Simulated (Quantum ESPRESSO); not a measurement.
# NiSO4: spin-resolved density of states

Aim: the densities of states of NiSO4 in the lowest state of several starts.

Calculated with Quantum ESPRESSO 7.5; PBEsol with U = 6 eV on Ni d (ortho-atomic projectors); plane waves with GBRV 1.5 PBEsol potentials, no spin-orbit coupling.

## Step 1: Starting point

The structure is orthorhombic, space group Cmcm (No. 63). The conventional cell has a = 5.155 Å, b = 7.842 Å, c = 6.338 Å, α = 90.00°, β = 90.00°, γ = 90.00°. Ni has 6 O at 1.99 to 2.05 Å nearest. S has 4 O at 1.53 to 1.60 Å nearest. O has 1 S at 1.53 Å and 1 Ni at 1.99 Å nearest. Nearest to O lie 1 S at 1.60 Å and 2 Ni at 2.05 Å. Farther neighbours and most contacts between anions are not listed.

The cell comes from the Crystallography Open Database.

## Step 2: The magnetic state

This state came out lowest in a comparison of starts that is told elsewhere.

pw.in reads:

```
&CONTROL
  calculation = 'scf'
  prefix = 'pwscf'
  outdir = './tmp'
  pseudo_dir = './pseudo'
  disk_io = 'low'
/
&SYSTEM
  ibrav = 0
  celldm(1) = 8
  nat = 12
  ntyp = 4
  ecutwfc = 40
  ecutrho = 280
  nbnd = 67
  occupations = 'smearing'
  smearing = 'fd'
  degauss = 0.00367493
  nspin = 2
  starting_magnetization(1) = 0.1111
  starting_magnetization(2) = -0.1111
  starting_magnetization(3) = 0
  starting_magnetization(4) = 0
/
&ELECTRONS
  conv_thr = 2.4d-08
  electron_maxstep = 150
  mixing_beta = 0.3
/
ATOMIC_SPECIES
Ni1    58.6934 ni_pbesol_v1.4.uspp.F.UPF
Ni2    58.6934 ni_pbesol_v1.4.uspp.F.UPF
S      32.0600 s_pbesol_v1.4.uspp.F.UPF
O      15.9990 o_pbesol_v1.2.uspp.F.UPF
CELL_PARAMETERS alat
   0.6088461357779   -0.9262020168322    0.0000000000000
   0.6088461357779    0.9262020168322    0.0000000000000
   0.0000000000000    0.0000000000000    1.4971355222348
ATOMIC_POSITIONS crystal
Ni1     0.0000000000    0.0000000000    0.0000000000
Ni2     0.0000000000    0.0000000000    0.5000000000
S       0.6400000000    0.3600000000    0.2500000000
S       0.3600000000    0.6400000000    0.7500000000
O       0.7500000000    0.2500000000    0.0500000000
O       0.2500000000    0.7500000000    0.5500000000
O       0.2500000000    0.7500000000    0.9500000000
O       0.7500000000    0.2500000000    0.4500000000
O       0.7700000000    0.7300000000    0.2500000000
O       0.2300000000    0.2700000000    0.7500000000
O       0.7300000000    0.7700000000    0.7500000000
O       0.2700000000    0.2300000000    0.2500000000
K_POINTS automatic
6 6 6 0 0 0
HUBBARD {ortho-atomic}
U Ni1-3d 6.0000
U Ni2-3d 6.0000
```

On the command line:

```console
$ OMP_NUM_THREADS=1 mpirun -n 4 pw.x -nk 4 -in pw.in > pw.out
```

The program printed:

```text
Program PWSCF v.7.5 starts

     Message from routine setup:
     using ibrav=0 with symmetry is DISCOURAGED, use correct ibrav instead

     K-points division:     npool     =       4
     Subspace diagonalization in iterative solution of the eigenvalue problem:

     bravais-lattice index     =            0
     lattice parameter (alat)  =       8.0000  a.u.
     unit-cell volume          =     864.5186 (a.u.)^3
     number of atoms/cell      =           12
     number of atomic types    =            4
     number of electrons       =        96.00
     number of Kohn-Sham states=           67
     kinetic-energy cutoff     =      40.0000  Ry
     charge density cutoff     =     280.0000  Ry
     scf convergence threshold =      2.4E-08
     mixing beta               =       0.3000
     number of iterations used =            8  plain     mixing
     Exchange-correlation= SLA  PW   PSX  PSC
                           (   1   4  10   8   0   0   0)
     Hubbard projectors: ortho-atomic
     Hubbard parameters of DFT+U (Dudarev formulation) in eV:
     U(Ni1-3d) =  6.0000
     U(Ni2-3d) =  6.0000

     Internal variables: lda_plus_u =T, lda_plus_u_kind = 0

     Internal variables: orbital_resolved =F, hub_pot_fix =F, apply_U = F

     celldm(1)=   8.000000  celldm(2)=   0.000000  celldm(3)=   0.000000
     celldm(4)=   0.000000  celldm(5)=   0.000000  celldm(6)=   0.000000

     crystal axes: (cart. coord. in units of alat)
               a(1) = (   0.608846  -0.926202   0.000000 )
               a(2) = (   0.608846   0.926202   0.000000 )
               a(3) = (   0.000000   0.000000   1.497136 )

     reciprocal axes: (cart. coord. in units 2 pi/alat)
               b(1) = (  0.821226 -0.539839  0.000000 )
               b(2) = (  0.821226  0.539839 -0.000000 )
               b(3) = ( -0.000000  0.000000  0.667942 )

     PseudoPot. # 1 for Ni read from file:
     ni_pbesol_v1.4.uspp.F.UPF
     Pseudo is Ultrasoft + core correction, Zval = 18.0

     PseudoPot. # 2 for Ni read from file:
     ni_pbesol_v1.4.uspp.F.UPF
     Pseudo is Ultrasoft + core correction, Zval = 18.0

     PseudoPot. # 3 for S  read from file:
     s_pbesol_v1.4.uspp.F.UPF
     Pseudo is Ultrasoft + core correction, Zval =  6.0

     PseudoPot. # 4 for O  read from file:
     o_pbesol_v1.2.uspp.F.UPF
     Pseudo is Ultrasoft + core correction, Zval =  6.0

     atomic species   valence    mass     pseudopotential
     Ni1              18.00    58.69340     Ni( 1.00)
     Ni2              18.00    58.69340     Ni( 1.00)
     S                 6.00    32.06000     S ( 1.00)
     O                 6.00    15.99900     O ( 1.00)

     Starting magnetic structure
     atomic species   magnetization
     Ni1             0.111
     Ni2            -0.111
     S               0.000
     O               0.000

      4 Sym. Ops., with inversion, found

   Cartesian axes

     site n.     atom                  positions (alat units)
         1        Ni1    tau(   1) = (   0.0000000   0.0000000   0.0000000  )
         2        Ni2    tau(   2) = (   0.0000000   0.0000000   0.7485678  )
         3        S      tau(   3) = (   0.6088461  -0.2593366   0.3742839  )
         4        S      tau(   4) = (   0.6088461   0.2593366   1.1228516  )
         5        O      tau(   5) = (   0.6088461  -0.4631010   0.0748568  )
         6        O      tau(   6) = (   0.6088461   0.4631010   0.8234245  )
         7        O      tau(   7) = (   0.6088461   0.4631010   1.4222787  )
         8        O      tau(   8) = (   0.6088461  -0.4631010   0.6737110  )
         9        O      tau(   9) = (   0.9132692  -0.0370481   0.3742839  )
        10        O      tau(  10) = (   0.3044231   0.0370481   1.1228516  )
        11        O      tau(  11) = (   0.9132692   0.0370481   1.1228516  )
        12        O      tau(  12) = (   0.3044231  -0.0370481   0.3742839  )

     number of k points=    68  Fermi-Dirac smearing, width (Ry)=  0.0037
                       cart. coord. in units 2pi/alat
        k(    1) = (   0.0000000   0.0000000   0.0000000), wk =   0.0046296
        k(    2) = (   0.0000000   0.0000000   0.1113237), wk =   0.0092593
        k(    3) = (   0.0000000   0.0000000   0.2226474), wk =   0.0092593
        k(    4) = (   0.0000000   0.0000000  -0.3339711), wk =   0.0046296
        k(    5) = (   0.1368709   0.0899732   0.0000000), wk =   0.0185185
        [... 63 further k-points ...]

     Dense  grid:    68401 G-vectors     FFT dimensions: (  48,  48,  64)

     Smooth grid:    29479 G-vectors     FFT dimensions: (  36,  36,  50)

     Check: negative core charge=   -0.000007
     Generating pointlists ...
     new r_m :   0.1935 (alat units)  1.5481 (a.u.) for type    1
     new r_m :   0.1935 (alat units)  1.5481 (a.u.) for type    2
     new r_m :   0.1494 (alat units)  1.1952 (a.u.) for type    3
     new r_m :   0.1494 (alat units)  1.1952 (a.u.) for type    4

     Initial potential from superposition of free atoms

     starting charge      91.9999, renormalised to      96.0000

     STARTING HUBBARD OCCUPATIONS:

     =================== HUBBARD OCCUPATIONS ===================
     ------------------------ ATOM    1 ------------------------
     Tr[ns(  1)] (up, down, total) =   5.00000  3.00000  8.00000
     Atomic magnetic moment for atom   1 =   2.00000
     [... lines left out ...]
     ------------------------ ATOM    2 ------------------------
     Tr[ns(  2)] (up, down, total) =   3.00000  5.00000  8.00000
     Atomic magnetic moment for atom   2 =  -2.00000
     [... lines left out ...]
     Number of occupied Hubbard levels =   16.0000

     Atomic wfc used for Hubbard projectors are orthogonalized

     Starting wfcs are   66 randomized atomic wfcs +    1 random wfcs

     Self-consistent Calculation

     iteration #  1     ecut=    40.00 Ry     beta= 0.30
     Davidson diagonalization with overlap
     ethr =  1.00E-02,  avg # of iterations =  6.4

     =================== HUBBARD OCCUPATIONS ===================
     ------------------------ ATOM    1 ------------------------
     Tr[ns(  1)] (up, down, total) =   4.74699  2.43972  7.18670
     Atomic magnetic moment for atom   1 =   2.30727
     [... lines left out ...]
     ------------------------ ATOM    2 ------------------------
     Tr[ns(  2)] (up, down, total) =   2.43881  4.74712  7.18593
     Atomic magnetic moment for atom   2 =  -2.30830
     [... lines left out ...]
     Number of occupied Hubbard levels =   14.3726

     total energy              =    -989.16539409 Ry
     estimated scf accuracy    <      10.08692074 Ry

     total magnetization       =    -0.00 Bohr mag/cell
     absolute magnetization    =     4.95 Bohr mag/cell

     iteration #  2     ecut=    40.00 Ry     beta= 0.30
     Davidson diagonalization with overlap
     ethr =  1.00E-02,  avg # of iterations =  2.1

     total energy              =    -991.36383837 Ry
     estimated scf accuracy    <       1.67264780 Ry

     total magnetization       =     0.00 Bohr mag/cell
     absolute magnetization    =     3.42 Bohr mag/cell

     [... further iterations left out ...]

     iteration # 17     ecut=    40.00 Ry     beta= 0.30
     Davidson diagonalization with overlap
     ethr =  1.24E-10,  avg # of iterations =  2.0

     total energy              =    -991.64198387 Ry
     estimated scf accuracy    <       0.00000004 Ry

     total magnetization       =     0.00 Bohr mag/cell
     absolute magnetization    =     3.88 Bohr mag/cell

     iteration # 18     ecut=    40.00 Ry     beta= 0.30
     Davidson diagonalization with overlap
     ethr =  3.70E-11,  avg # of iterations =  2.1

     Magnetic moment per site  (integrated on atomic sphere of radius R)
     atom   1 (R=0.194)  charge= 15.3574  magn=  1.7079
     atom   2 (R=0.194)  charge= 15.3574  magn= -1.7079
     atom   3 (R=0.149)  charge=  1.3626  magn= -0.0000
     atom   4 (R=0.149)  charge=  1.3626  magn= -0.0000
     atom   5 (R=0.149)  charge=  4.2009  magn=  0.0124
     atom   6 (R=0.149)  charge=  4.2009  magn= -0.0124
     atom   7 (R=0.149)  charge=  4.2009  magn=  0.0124
     atom   8 (R=0.149)  charge=  4.2009  magn= -0.0124
     atom   9 (R=0.149)  charge=  4.1836  magn=  0.0000
     atom  10 (R=0.149)  charge=  4.1836  magn=  0.0000
     atom  11 (R=0.149)  charge=  4.1836  magn=  0.0000
     atom  12 (R=0.149)  charge=  4.1836  magn=  0.0000

     End of self-consistent calculation

     =================== HUBBARD OCCUPATIONS ===================
     ------------------------ ATOM    1 ------------------------
     Tr[ns(  1)] (up, down, total) =   4.97058  3.21933  8.18991
     Atomic magnetic moment for atom   1 =   1.75124
     [... lines left out ...]
     ------------------------ ATOM    2 ------------------------
     Tr[ns(  2)] (up, down, total) =   3.21933  4.97058  8.18991
     Atomic magnetic moment for atom   2 =  -1.75124
     [... lines left out ...]
     Number of occupied Hubbard levels =   16.3798

     Number of k-points >= 100: set verbosity='high' to print the bands.

     the Fermi energy is     8.5628 ev

!    total energy              =    -991.64198411 Ry
     estimated scf accuracy    <       0.00000001 Ry
     smearing contrib. (-TS)   =      -0.00000000 Ry
     internal energy E=F+TS    =    -991.64198411 Ry

     The total energy is F=E-TS. E is the sum of the following terms:
     one-electron contribution =    -699.47281396 Ry
     hartree contribution      =     397.17039423 Ry
     xc contribution           =    -144.95749865 Ry
     ewald contribution        =    -544.50167412 Ry
     Hubbard energy            =       0.11960839 Ry

     total magnetization       =     0.00 Bohr mag/cell
     absolute magnetization    =     3.88 Bohr mag/cell

     convergence has been achieved in  18 iterations

=------------------------------------------------------------------------------=
   JOB DONE.
=------------------------------------------------------------------------------=
```

Run time: 4.4 min. Hardware: 4 MPI ranks of Arm Neoverse V2, shared host; peak memory 1.3 GiB; 18 min of CPU time.

Spin moment in the atom's sphere by atom:

| atom | spin moment in the atom's sphere (μB) |
| --- | --- |
| Ni1 | 1.71 |
| Ni2 | -1.71 |
| S3 | 0.00 |
| S4 | 0.00 |
| O5 | 0.01 |
| O6 | -0.01 |
| O7 | 0.01 |
| O8 | -0.01 |
| O9 | 0.00 |
| O10 | 0.00 |
| O11 | 0.00 |
| O12 | 0.00 |

Numbers from this step:

* smearing term TS: 2.00e-12 eV
* magnetization: 0 μB
* absolute magnetization: 3.881 μB
* final state: antiferromagnetic

(Continued in part 2 of 2.)

[Logs and program files are shortened in this print: banners, set-up blocks, solver, clock and traceback lines can be left out without a mark of their own.]

[Logs are printed without paths, hosts, clocks, repeated set-up lines and the standing remarks that a program may print on its own settings, such as how far it seeks lower states.]

[Hosts, paths, dates, database ids (printed as entryN), source tags and the programs' standing remarks are cut or masked in the printed files.]

[Where a cell is said to come from a database of computed structures, the database is the Materials Project.]
